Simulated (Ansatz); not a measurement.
# S on Ru(0001): change of the work function, part 2 of 4

How does S on the fcc site change the work function of Ru(0001) as the layer fills?

Ansatz 0.2.0; plane-wave DFT, PBE, Ansatz PAW.

So far, work function, upper face (eV): step 2 (the clean slab) 5.05.

## Step 3: Adsorbate added, k-mesh 4×4×1, coverage 0.111 ML

System of this step: S/Ru(0001). The cell holds 37 atoms: 36 Ru and 1 S. Its edges and angles: a = 8.100 Å, b = 8.100 Å, c = 26.444 Å, α = 90.0°, β = 90.0°, γ = 60.0°. Vacuum lies along c.

The clean slab as it ended is repeated in the plane and the adsorbate is set on one face; the cell's size fixes the coverage, and the k-mesh shrinks with it to keep the sampling density about even. Adsorbate and upper layers relax, since the dipole depends on the height.

input.yaml

```yaml
crystal:
  lattice:
    - [8.1, 0.0, 0.0]
    - [4.05, 7.0148057706, 0.0]
    - [0.0, 0.0, 26.4437756998]
  atoms:
    - { symbol: Ru, position: [0.2222222222, 0.2222222222, 0.3403447413] }
    - { symbol: Ru, position: [0.0, 0.0, 0.4212106519] }
    - { symbol: Ru, position: [0.2222222222, 0.2222222222, 0.502809769] }
    - { symbol: Ru, position: [0.0, 0.0, 0.5816607821] }
    - { symbol: Ru, position: [0.2222222222, 0.5555555556, 0.3403447413] }
    - { symbol: Ru, position: [0.0, 0.3333333333, 0.4212106519] }
    - { symbol: Ru, position: [0.2222222222, 0.5555555556, 0.502809769] }
    - { symbol: Ru, position: [0.0, 0.3333333333, 0.5816607821] }
    - { symbol: Ru, position: [0.2222222222, 0.8888888889, 0.3403447413] }
    - { symbol: Ru, position: [0.0, 0.6666666667, 0.4212106519] }
    - { symbol: Ru, position: [0.2222222222, 0.8888888889, 0.502809769] }
    - { symbol: Ru, position: [0.0, 0.6666666667, 0.5816607821] }
    - { symbol: Ru, position: [0.5555555556, 0.2222222222, 0.3403447413] }
    - { symbol: Ru, position: [0.3333333333, 0.0, 0.4212106519] }
    - { symbol: Ru, position: [0.5555555556, 0.2222222222, 0.502809769] }
    - { symbol: Ru, position: [0.3333333333, 0.0, 0.5816607821] }
    - { symbol: Ru, position: [0.5555555556, 0.5555555556, 0.3403447413] }
    - { symbol: Ru, position: [0.3333333333, 0.3333333333, 0.4212106519] }
    - { symbol: Ru, position: [0.5555555556, 0.5555555556, 0.502809769] }
    - { symbol: Ru, position: [0.3333333333, 0.3333333333, 0.5816607821] }
    - { symbol: Ru, position: [0.5555555556, 0.8888888889, 0.3403447413] }
    - { symbol: Ru, position: [0.3333333333, 0.6666666667, 0.4212106519] }
    - { symbol: Ru, position: [0.5555555556, 0.8888888889, 0.502809769] }
    - { symbol: Ru, position: [0.3333333333, 0.6666666667, 0.5816607821] }
    - { symbol: Ru, position: [0.8888888889, 0.2222222222, 0.3403447413] }
    - { symbol: Ru, position: [0.6666666667, 0.0, 0.4212106519] }
    - { symbol: Ru, position: [0.8888888889, 0.2222222222, 0.502809769] }
    - { symbol: Ru, position: [0.6666666667, 0.0, 0.5816607821] }
    - { symbol: Ru, position: [0.8888888889, 0.5555555556, 0.3403447413] }
    - { symbol: Ru, position: [0.6666666667, 0.3333333333, 0.4212106519] }
    - { symbol: Ru, position: [0.8888888889, 0.5555555556, 0.502809769] }
    - { symbol: Ru, position: [0.6666666667, 0.3333333333, 0.5816607821] }
    - { symbol: Ru, position: [0.8888888889, 0.8888888889, 0.3403447413] }
    - { symbol: Ru, position: [0.6666666667, 0.6666666667, 0.4212106519] }
    - { symbol: Ru, position: [0.8888888889, 0.8888888889, 0.502809769] }
    - { symbol: Ru, position: [0.6666666667, 0.6666666667, 0.5816607821] }
    - { symbol: S, position: [0.1111111111, 0.1111111111, 0.6596552587] }
kpoints:
  mp_grid: { grid: [4, 4, 1] }
hamiltonian:
  xc: pbe
scf:
  occupations: { method: fermi_dirac, width: 0.1 }
  convergence: { dr2_threshold: 1.0e-08 }
efield:
  axis: 3
  dipole_correction: true
  ramp_position: 0.97
  ramp_width: 0.06
relax:
  f_tol: 0.02
  max_steps: 60
  constraints:
    - { sites: [0, 1, 4, 5, 8, 9, 12, 13, 16, 17, 20, 21, 24, 25, 28, 29, 32, 33] }
output:
  write_potential: true
  write_density: true
  volumetric_format: npy
```

Run with:

```sh
> ansatz run input.yaml --threads 4 --pin off --max-ram 16384MiB --backend cpu --events-out ev --progress --plain --runs-dir out
```

Numbers of over 12 decimals in the logs are rounded to 6 here.

The program printed:

```text
[...]
Crystal: 37 atoms, lattice volume = 1502.533 Å³
Basis set: ecut = 420 eV, 29423 PW (Γ), exchange–correlation on 120×120×360 points (8 copies of the dense FFT grid, shifted against one another)
Bands: 350, of which v1, the nominal top of the filled ones, is band 291 counted from 1 (290 counted from 0)
Symmetry: 6 space group operations
[...]
k-points: 4 of 16 (time reversal used)
[...]
SCF iter   1: F=—  HF=-212518.750853 eV  |F-HF|=—  |Δ(HF+E_count)|=         —  Δρ=9.24e-3  dr2=7.01e0  ethr=1.77e-3  p=-0.032 e·Å  D=-3.82e-3 V/Å  ΔV_dip=0.10 eV  dr2_dipole=4.02e-2  V_vac-E_F(+/−)=4.83/4.73 eV  ⟨swp⟩=8.0  Hψ=6016  notcnv=0  defer=2
[...]
SCF iter  10: F=-212518.561181 eV  HF=-212518.561181 eV  |F-HF|=9.66e-8  |Δ(HF+E_count)|=   3.52e-8  Δρ=6.71e-7  dr2=8.74e-9  ethr=1.72e-12  p=-0.078 e·Å  D=-9.41e-3 V/Å  ΔV_dip=0.25 eV  dr2_dipole=1.88e-9  V_vac-E_F(+/−)=5.32/5.07 eV  ⟨swp⟩=10.5  Hψ=10305  notcnv=0
SCF 1 converged in 10 iterations: F = -212518.561181 eV  dr2 = 8.74e-9
[...]
relax step   1: F+E_penalty+E_count = -212518.56118130 eV  Δ(F+E_penalty+E_count) = +0.000e0 eV  max|allowed force component| = 2.864e0 eV/Å  Δτ_max = 0.0000 Å  (10 SCF iters, accepted)
[...]
SCF iter  10: F=-212519.093553 eV  HF=-212519.093553 eV  |F-HF|=4.22e-9  |Δ(HF+E_count)|=   6.98e-8  Δρ=2.83e-7  dr2=2.38e-9  ethr=1.72e-12  p=-0.032 e·Å  D=-3.89e-3 V/Å  ΔV_dip=0.10 eV  dr2_dipole=2.39e-11  V_vac-E_F(+/−)=5.17/5.07 eV  ⟨swp⟩=9.8  Hψ=9287  notcnv=0
SCF 2 converged in 10 iterations: F = -212519.093553 eV  dr2 = 2.38e-9
[...]
relax step   2: F+E_penalty+E_count = -212519.09355332 eV  Δ(F+E_penalty+E_count) = -5.324e-1 eV  max|allowed force component| = 1.013e0 eV/Å  Δτ_max = 0.1948 Å  (10 SCF iters, accepted)
SCF iter   1: F=—  HF=-212519.156997 eV  |F-HF|=—  |Δ(HF+E_count)|=         —  Δρ=2.02e-3  dr2=1.23e-1  ethr=1.52e-4  p=-0.032 e·Å  D=-3.89e-3 V/Å  ΔV_dip=0.10 eV  dr2_dipole=2.06e-2  V_vac-E_F(+/−)=5.18/5.07 eV  ⟨swp⟩=4.0  Hψ=3448  notcnv=0  defer=5
[...]
SCF iter   9: F=-212519.148437 eV  HF=-212519.148437 eV  |F-HF|=3.99e-8  |Δ(HF+E_count)|=   1.29e-7  Δρ=5.42e-7  dr2=5.65e-9  ethr=1.72e-12  p=-0.019 e·Å  D=-2.32e-3 V/Å  ΔV_dip=0.06 eV  dr2_dipole=2.31e-10  V_vac-E_F(+/−)=5.14/5.08 eV  ⟨swp⟩=10.8  Hψ=10228  notcnv=0
SCF 3 converged in 9 iterations: F = -212519.148437 eV  dr2 = 5.65e-9
relax step   3: F+E_penalty+E_count = -212519.14843702 eV  Δ(F+E_penalty+E_count) = -5.488e-2 eV  max|allowed force component| = 2.309e-1 eV/Å  Δτ_max = 0.1133 Å  (9 SCF iters, accepted)
[...]
relax step   4: F+E_penalty+E_count = -212519.15447124 eV  Δ(F+E_penalty+E_count) = -6.034e-3 eV  max|allowed force component| = 7.931e-2 eV/Å  Δτ_max = 0.0390 Å  (9 SCF iters, accepted)
SCF iter   1: F=—  HF=-212519.155149 eV  |F-HF|=—  |Δ(HF+E_count)|=         —  Δρ=4.95e-4  dr2=1.38e-2  ethr=1.68e-5  p=-0.021 e·Å  D=-2.55e-3 V/Å  ΔV_dip=0.07 eV  dr2_dipole=2.85e-3  V_vac-E_F(+/−)=5.14/5.07 eV  ⟨swp⟩=2.0  Hψ=2459  notcnv=0  defer=5
[...]
SCF iter   8: F=-212519.156018 eV  HF=-212519.156018 eV  |F-HF|=2.10e-8  |Δ(HF+E_count)|=   6.14e-8  Δρ=3.28e-7  dr2=3.42e-9  ethr=1.72e-12  p=-0.022 e·Å  D=-2.62e-3 V/Å  ΔV_dip=0.07 eV  dr2_dipole=2.61e-11  V_vac-E_F(+/−)=5.14/5.08 eV  ⟨swp⟩=9.8  Hψ=9451  notcnv=0
SCF 5 converged in 8 iterations: F = -212519.156018 eV  dr2 = 3.42e-9
relax step   5: F+E_penalty+E_count = -212519.15601789 eV  Δ(F+E_penalty+E_count) = -1.547e-3 eV  max|allowed force component| = 8.630e-3 eV/Å  Δτ_max = 0.0110 Å  (8 SCF iters, accepted)
NSCF: frozen V_eff on 4 k-points
[...]
WARN: The output density's exchange-correlation potential varies sharply where the density is thin. Do not read a vacuum level from v_tot or v_xc, or from such a field of the output density. On a cell that repeats whose density bears no net charge and no dipole along the vacuum's axis use v_es (v_loc + v_h of the components); under efield.dipole_correction with no amplitude use v_es + v_field, which holds any externa [...]
SCF converged after 8 iterations
Free energy (F): -212519.156018 eV
[...]
Internal energy: -212517.753360 eV  (E = F + TS)
E sigma→0 (E₀):  -212518.454689 eV
Entropy (-TS):   -1.402658 eV (-37.910 meV/atom)
Fermi energy:    4.400962 eV
Dipole field:    D = -0.002620 V/Å  (p = -0.021757 e·Å, saw-weighted, corrected)
Work function:   Φ+ = 5.1444 eV   Φ− = 5.0751 eV
[...]
--- Forces (eV/Å), atoms counted from 1 ---
  atom   1  Ru     0.00452596     0.00261306     0.45049707
  atom   2  Ru     0.00096378     0.00055644    -0.35406764
  atom   3  Ru    -0.00064488    -0.00037232    -0.00257161
  atom   4  Ru     0.00198460     0.00114581     0.00649819
  atom   5  Ru    -0.05031727     0.02905069     0.53057535
  atom   6  Ru    -0.00000000    -0.00111288    -0.35406764
  atom   7  Ru    -0.00105750     0.00061055     0.00050865
  atom   8  Ru    -0.00000000    -0.00229162     0.00649819
  atom   9  Ru     0.00000000    -0.00522612     0.45049707
  atom  10  Ru     0.07486781    -0.04322495    -0.57354097
  atom  11  Ru    -0.00000000     0.00074464    -0.00257161
  atom  12  Ru     0.00436635    -0.00252091    -0.00066069
  atom  13  Ru     0.00000000    -0.05810138     0.53057535
  atom  14  Ru    -0.00096378     0.00055644    -0.35406764
  atom  15  Ru     0.00000000    -0.00122110     0.00050865
  atom  16  Ru    -0.00198460     0.00114581     0.00649819
  atom  17  Ru     0.05031727     0.02905069     0.53057535
  atom  18  Ru    -0.01562459    -0.00902086    -0.47540821
  atom  19  Ru     0.00105750     0.00061055     0.00050865
  atom  20  Ru    -0.00179333    -0.00103538     0.00041566
  atom  21  Ru    -0.03295967     0.01902927     0.42413230
  atom  22  Ru    -0.00000000     0.01804172    -0.47540821
  atom  23  Ru    -0.00004403     0.00002542    -0.00349909
  atom  24  Ru    -0.00000000     0.00207076     0.00041566
  atom  25  Ru    -0.00452596     0.00261306     0.45049707
  atom  26  Ru    -0.00000000     0.08644990    -0.57354097
  atom  27  Ru     0.00064488    -0.00037232    -0.00257161
  atom  28  Ru     0.00000000     0.00504182    -0.00066069
  atom  29  Ru     0.00000000    -0.03805855     0.42413230
  atom  30  Ru     0.01562459    -0.00902086    -0.47540821
  atom  31  Ru     0.00000000    -0.00005084    -0.00349909
  atom  32  Ru     0.00179333    -0.00103538     0.00041566
  atom  33  Ru     0.03295967     0.01902927     0.42413230
  atom  34  Ru    -0.07486781    -0.04322495    -0.57354097
  atom  35  Ru     0.00004403     0.00002542    -0.00349909
  atom  36  Ru    -0.00436635    -0.00252091    -0.00066069
  atom  37  S     -0.00000000    -0.00000000    -0.00862997
  max |Σ_I F_I| component: 7.09e-6 eV/Å
--- Band table (eV) ---
  k-point 0: bands = [... 287 lower, 4.5859, 4.6752, 4.6752, 4.7104, 4.7207, 4.7207, 4.7426, 4.7650, ... 55 higher]
  k-point 1: bands = [... 287 lower, 4.3362, 4.3392, 4.3565, 4.4243, 4.4902, 4.4952, 4.5242, 4.5644, ... 55 higher]
  k-point 2: bands = [... 287 lower, 4.1123, 4.1425, 4.2706, 4.3071, 4.4015, 4.4436, 4.5238, 4.5679, ... 55 higher]
  k-point 3: bands = [... 287 lower, 4.1328, 4.1872, 4.2327, 4.2468, 4.3116, 4.4209, 4.4294, 4.4775, ... 55 higher]
--- Relaxed structure (5 steps of the walk, 5 accepted, 0 SCFs on fresh bases) ---
  F+E_penalty+E_count = -212519.15601789 eV   max|allowed force component| = 8.630e-3 eV/Å
  atoms:
    - { symbol: Ru, position: [0.222222, 0.222222, 0.340345] }
    - { symbol: Ru, position: [1.1111101403313758e-11, 1.1111101403313757e-11, 0.4212106519] }
    - { symbol: Ru, position: [0.221980, 0.221980, 0.502806] }
    - { symbol: Ru, position: [-0.000121117, -0.000121117, 0.583777] }
    - { symbol: Ru, position: [0.222222, 0.555556, 0.340345] }
    - { symbol: Ru, position: [1.1111139786024182e-11, 0.333333, 0.4212106519] }
    - { symbol: Ru, position: [0.221102, 0.556116, 0.502869] }
    - { symbol: Ru, position: [-0.000121117, 0.333576, 0.583777] }
    - { symbol: Ru, position: [0.222222, 0.888889, 0.340345] }
    - { symbol: Ru, position: [-2.2222168549745902e-11, 0.666667, 0.4212106519] }
    - { symbol: Ru, position: [0.221980, 0.889373, 0.502806] }
    - { symbol: Ru, position: [0.000466378, 0.666433, 0.581027] }
    - { symbol: Ru, position: [0.555556, 0.222222, 0.340345] }
    - { symbol: Ru, position: [0.333333, 1.1111101403313757e-11, 0.4212106519] }
    - { symbol: Ru, position: [0.556116, 0.221102, 0.502869] }
    - { symbol: Ru, position: [0.333576, -0.000121117, 0.583777] }
    - { symbol: Ru, position: [0.555556, 0.555556, 0.340345] }
    - { symbol: Ru, position: [0.333333, 0.333333, 0.4212106519] }
    - { symbol: Ru, position: [0.556116, 0.556116, 0.502869] }
    - { symbol: Ru, position: [0.335843, 0.335843, 0.581508] }
    - { symbol: Ru, position: [0.555556, 0.888889, 0.340345] }
    - { symbol: Ru, position: [0.333333, 0.666667, 0.4212106519] }
    - { symbol: Ru, position: [0.556278, 0.888527, 0.501947] }
    - { symbol: Ru, position: [0.335843, 0.661646, 0.581508] }
    - { symbol: Ru, position: [0.888889, 0.222222, 0.340345] }
    - { symbol: Ru, position: [0.666667, -2.2222234688031943e-11, 0.4212106519] }
    - { symbol: Ru, position: [0.889373, 0.221980, 0.502806] }
    - { symbol: Ru, position: [0.666433, 0.000466378, 0.581027] }
    - { symbol: Ru, position: [0.888889, 0.555556, 0.340345] }
    - { symbol: Ru, position: [0.666667, 0.333333, 0.4212106519] }
    - { symbol: Ru, position: [0.888527, 0.556278, 0.501947] }
    - { symbol: Ru, position: [0.661646, 0.335843, 0.581508] }
    - { symbol: Ru, position: [0.888889, 0.888889, 0.340345] }
    - { symbol: Ru, position: [0.666667, 0.666667, 0.4212106519] }
    - { symbol: Ru, position: [0.888527, 0.888527, 0.501947] }
    - { symbol: Ru, position: [0.666433, 0.666433, 0.581027] }
    - { symbol: S, position: [0.111111, 0.111111, 0.649217] }
```

It took 11 min on 4 threads of Arm Neoverse V1, shared host; peak memory 8.8 GiB; 31 min of CPU time.

The steps of the relaxation:

```csv
step,energy less that of the first step (eV),largest force component (eV/Å)
1,0.0000,2.8636
2,-0.5324,1.0128
3,-0.5873,0.2309
4,-0.5933,0.0793
5,-0.5948,0.0086
```

The run keeps the 6 symmetry operations that it works with, so distortions that break them were not tested.

The atoms that moved most (Å):

```csv
atom,dx,dy,dz,length
S37,0.000,0.000,-0.276,0.276
Ru4,-0.001,-0.001,0.056,0.056
Ru16,0.001,-0.001,0.056,0.056
Ru8,0.000,0.002,0.056,0.056
Ru24,0.000,-0.035,-0.004,0.035
Ru32,-0.030,0.018,-0.004,0.035
Ru20,0.030,0.018,-0.004,0.035
Ru23,0.004,-0.003,-0.023,0.023
```

Final coordinates:

```
Ru S
1.0
     8.10000    0.00000    0.00000
     4.05000    7.01481    0.00000
     0.00000    0.00000   26.44378
Ru S
36 1
Direct
  0.22222 0.22222 0.34034
  0.00000 0.00000 0.42121
  0.22198 0.22198 0.50281
  0.99988 0.99988 0.58378
  0.22222 0.55556 0.34034
  0.00000 0.33333 0.42121
  0.22110 0.55612 0.50287
  0.99988 0.33358 0.58378
  0.22222 0.88889 0.34034
  0.00000 0.66667 0.42121
  0.22198 0.88937 0.50281
  0.00047 0.66643 0.58103
  0.55556 0.22222 0.34034
  0.33333 0.00000 0.42121
  0.55612 0.22110 0.50287
  0.33358 0.99988 0.58378
  0.55556 0.55556 0.34034
  0.33333 0.33333 0.42121
  0.55612 0.55612 0.50287
  0.33584 0.33584 0.58151
  0.55556 0.88889 0.34034
  0.33333 0.66667 0.42121
  0.55628 0.88853 0.50195
  0.33584 0.66165 0.58151
  0.88889 0.22222 0.34034
  0.66667 0.00000 0.42121
  0.88937 0.22198 0.50281
  0.66643 0.00047 0.58103
  0.88889 0.55556 0.34034
  0.66667 0.33333 0.42121
  0.88853 0.55628 0.50195
  0.66165 0.33584 0.58151
  0.88889 0.88889 0.34034
  0.66667 0.66667 0.42121
  0.88853 0.88853 0.50195
  0.66643 0.66643 0.58103
  0.11111 0.11111 0.64922
```

Numbers from this step:

- energy at zero smearing: -212518.4547 eV
- work function, upper face: 5.144 eV
- dipole along the normal: -0.02176 e·Å
- step between the vacuum levels: 0.06931 eV

Running mean over 2.138 Å of the planar mean; the ramp of the sawtooth is left out. Table of electron's electrostatic potential energy less the Fermi level by z:

| z (Å) | electron's electrostatic potential energy less the Fermi level (eV) |
| --- | --- |
| 4 | 5.07 |
| 5 | 5.07 |
| 6 | 4.99 |
| 7 | 3.94 |
| 8 | -6.26 |
| 9 | -14.2 |
| 10 | -14.7 |
| 11 | -14.8 |
| 12 | -14.7 |
| 13 | -14.9 |
| 14 | -15.2 |
| 15 | -14.8 |
| 16 | -12.0 |
| 17 | 0.669 |
| 18 | 4.06 |
| 19 | 5.02 |
| 20 | 5.14 |
| 21 | 5.14 |
| 22 | 5.14 |
| 23 | 5.14 |

The relaxation took 5 steps and lowered the energy by 0.59 eV; the largest force on the free atoms ends at 0.0086 eV/Å.

The covered face has 5.14 eV, +0.10 eV against the clean one; the bare back face has moved by -0.00 eV, a measure of how thin the slab is.

[end of part 2 of 4]

[Logs are printed without paths, hosts, clocks, repeated set-up lines and the standing remarks that a program may print on its own settings, such as how far it seeks lower states.]

[Hosts, paths, dates, database ids (printed as entryN), source tags and the programs' standing remarks are cut or masked in the printed files.]

[Maps of the electrostatic potential energy from Ansatz leave out the sawtooth potential of an applied field or a dipole correction, so their vacuum need not be flat; planar profiles and work functions include it.]
